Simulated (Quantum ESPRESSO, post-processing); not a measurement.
# O on top sites of TaN(001): a series in the coverage, part 10 of 10

What law, if any, do the results for O on top sites of TaN(001) follow against the coverage?

Quantum ESPRESSO 7.5; plane-wave DFT, PBE, GBRV ultrasoft pseudopotentials.

So far. Step 10 (Ground state, 0.75 ML): Inside the slab this potential holds the local part of the pseudopotentials, which can be repulsive at the nuclei; only its value in the vacuum has a meaning of its own. Step 11 (Relaxing the ions, 1 ML): The relaxation lowers the energy by 576 meV an atom. On the free atoms the largest force ends at 0.028 eV/Å.

## 12. Ground state, 1 ML

File m7.esm.in:

```
&control
  prefix = 'm7.esm'
  outdir = './out'
  pseudo_dir = './pseudo'
  calculation = 'scf'
  tprnfor = .true.
/
&system
  ibrav = 0
  nat = 7
  ntyp = 3
  ecutwfc = 40
  ecutrho = 200
  occupations = 'smearing'
  smearing = 'mv'
  degauss = 0.02
  assume_isolated = 'esm'
  esm_bc = 'bc1'
/
&electrons
  conv_thr = 1e-07
  mixing_beta = 0.25
  electron_maxstep = 160
  mixing_mode = 'local-TF'
  mixing_ndim = 12
/
ATOMIC_SPECIES
  Ta  180.9479  ta_pbe_v1.uspp.F.UPF
  N   14.0070  n_pbe_v1.2.uspp.F.UPF
  O   15.9990  o_pbe_v1.2.uspp.F.UPF
CELL_PARAMETERS angstrom
  3.12077692700000 0.00000000000000 0.00000000000000
  0.00000000000000 3.12077692700000 0.00000000000000
  0.00000000000000 0.00000000000000 20.77821867446154
ATOMIC_POSITIONS crystal
  Ta  0.000000000000 0.000000000000 -0.159143761400
  N   0.500000000000 0.500000000000 -0.159143761400
  Ta  0.500000000000 0.500000000000 -0.052791499600
  N   0.000000000000 0.000000000000 -0.052791499600
  Ta  0.000000000000 0.000000000000 0.076513762800
  N   0.500000000000 0.500000000000 0.053637577700
  O   0.000000000000 0.000000000000 0.159143761400
K_POINTS automatic
  7 7 1 0 0 0
```

Launch:

```bash
> OMP_NUM_THREADS=1 mpirun -n 16 pw.x -nk 2 -in m7.esm.in > m7.esm.out
```

Output:

```text
[banner, memory and clock lines left out]
Program PWSCF v.7.5 starts
[...]
Message from routine setup:
[...]
number of electrons       =        60.00
     number of Kohn-Sham states=           36
     kinetic-energy cutoff     =      40.0000  Ry
     charge density cutoff     =     200.0000  Ry
[...]
number of k points=    10  Marzari-Vanderbilt smearing, width (Ry)=  0.0200
[...]
Dense  grid:    65297 G-vectors     FFT dimensions: (  27,  27, 180)
[...]
negative rho (up, down):  2.894E-01 0.000E+00
     Starting wfcs are   55 randomized atomic wfcs
[...]
negative rho (up, down):  2.890E-01 0.000E+00
[...]
estimated scf accuracy    <       2.92057633 Ry
[...]
negative rho (up, down):  2.958E-01 0.000E+00
[...]
estimated scf accuracy    <       1.88549257 Ry
[...]
negative rho (up, down):  2.944E-01 0.000E+00
[...]
estimated scf accuracy    <       1.01048094 Ry
[...]
negative rho (up, down):  2.944E-01 0.000E+00
[...]
estimated scf accuracy    <       0.14558133 Ry
[...]
negative rho (up, down):  2.937E-01 0.000E+00
[...]
estimated scf accuracy    <       0.14538518 Ry
[...]
negative rho (up, down):  3.103E-01 0.000E+00
[...]
estimated scf accuracy    <       0.15317634 Ry
[...]
negative rho (up, down):  3.057E-01 0.000E+00
[...]
estimated scf accuracy    <       0.33098343 Ry
[...]
negative rho (up, down):  3.178E-01 0.000E+00
[...]
estimated scf accuracy    <       0.12011399 Ry
[...]
negative rho (up, down):  3.170E-01 0.000E+00
[...]
estimated scf accuracy    <       0.06568516 Ry
[...]
negative rho (up, down):  3.117E-01 0.000E+00
[...]
estimated scf accuracy    <       0.06551464 Ry
[...]
negative rho (up, down):  3.054E-01 0.000E+00
[...]
estimated scf accuracy    <       0.05230655 Ry
[...]
negative rho (up, down):  3.041E-01 0.000E+00
[...]
estimated scf accuracy    <       0.04543873 Ry
[...]
negative rho (up, down):  3.014E-01 0.000E+00
[...]
estimated scf accuracy    <       0.00000773 Ry
[...]
negative rho (up, down):  3.014E-01 0.000E+00
[...]
estimated scf accuracy    <       0.00000702 Ry
[...]
negative rho (up, down):  3.014E-01 0.000E+00
[...]
estimated scf accuracy    <       0.00000626 Ry
[...]
negative rho (up, down):  3.014E-01 0.000E+00
[...]
estimated scf accuracy    <       0.00001279 Ry
[...]
negative rho (up, down):  3.014E-01 0.000E+00
[...]
estimated scf accuracy    <       0.00000374 Ry
[...]
negative rho (up, down):  3.014E-01 0.000E+00
[...]
estimated scf accuracy    <       0.00000034 Ry
[...]
negative rho (up, down):  3.014E-01 0.000E+00
[...]
estimated scf accuracy    <       0.00000181 Ry
[...]
negative rho (up, down):  3.014E-01 0.000E+00
[...]
estimated scf accuracy    <       0.00000045 Ry
[...]
negative rho (up, down):  3.014E-01 0.000E+00
[...]
estimated scf accuracy    <       0.00000102 Ry
[...]
negative rho (up, down):  3.014E-01 0.000E+00
[...]
the Fermi energy is    -5.5373 ev
!    total energy              =    -518.73027761 Ry
     estimated scf accuracy    <       0.00000004 Ry
     smearing contrib. (-TS)   =      -0.00215649 Ry
     internal energy E=F+TS    =    -518.72812112 Ry
[...]
one-electron contribution =    6439.19795328 Ry
     hartree contribution      =   -3234.91458001 Ry
     xc contribution           =    -149.96723067 Ry
     ewald contribution        =   -3573.04426372 Ry
     convergence has been achieved in  61 iterations
     negative rho (up, down):  3.014E-01 0.000E+00
[...]
Total force =     0.134301     Total SCF correction =     0.000463
[...]
```

It took 21 s on 16 MPI ranks of Arm Neoverse V2, shared host; peak memory 1.3 GiB.

This step gave:

- free energy: -7057.6850 eV
- Fermi energy: -5.537 eV
- vacuum line at the lower end of the cell, over the Fermi level: 3.362 eV
- vacuum line at the upper end of the cell, over the Fermi level: 7.713 eV

Inside the slab this potential holds the local part of the pseudopotentials, which can be repulsive at the nuclei; only its value in the vacuum has a meaning of its own.

## 13. The series side by side

The series in one table:

```csv
the coverage,"adsorption energy an atom, from the free molecule (eV)",work function of the upper face (eV),work function of the lower face (eV)
0 ML,-,3.363,3.363
0.1667 ML,-,4.55,3.759
0.25 ML,-,4.909,3.777
0.3333 ML,-,5.365,3.593
0.5 ML,-3.536,6.243,3.766
0.6667 ML,-3.468,6.66,3.58
0.75 ML,-3.51,7.022,3.58
1 ML,-3.485,7.713,3.362
```

## 14. Worked from the printed numbers

At 1 ML: E_ads = [-7057.6850 − 1 × (-6616.7286)]/1 − (-874.9428)/2 = -3.485 eV. Cells and meshes differ along the series, and any error of the slab's energy is multiplied by the number of slab cells an adsorbate, so no value is given under half a monolayer.

## 15. Summary of results

```yaml
adsorption_energy_an_atom_from_the_free_molecule_at_0p5_ml_and_at_1_ml: -3.54, -3.49 eV
work_function_of_the_upper_face_at_0_ml_and_at_1_ml: 3.36, 7.71 eV
```

What this shows: The series holds 8 members (PBE, GBRV ultrasoft). From 0.5 ML to 1 ML the adsorption energy an atom, from the free molecule goes from -3.54 to -3.49 eV by way of -3.47 at 0.6667 ML. From 0 ML to 1 ML the work function of the upper face rises from 3.36 to 7.71 eV. The untouched lower face should keep its work function but moves by 0.42 eV, since the slab is thin and cells, meshes or relaxed layers differ between members; changes of the upper face are uncertain by about as much. Thin slabs, one site and one ordered pattern a coverage; no reconstruction or subsurface sites; meshes differ a little between cells.

[Logs are printed without paths, hosts, clocks, repeated set-up lines and the standing remarks that a program may print on its own settings, such as how far it seeks lower states.]

[Hosts, paths, dates, database ids (printed as entryN), source tags and the programs' standing remarks are cut or masked in the printed files.]

[Maps of the electrostatic potential energy from Ansatz leave out the sawtooth potential of an applied field or a dipole correction, so their vacuum need not be flat; planar profiles and work functions include it.]
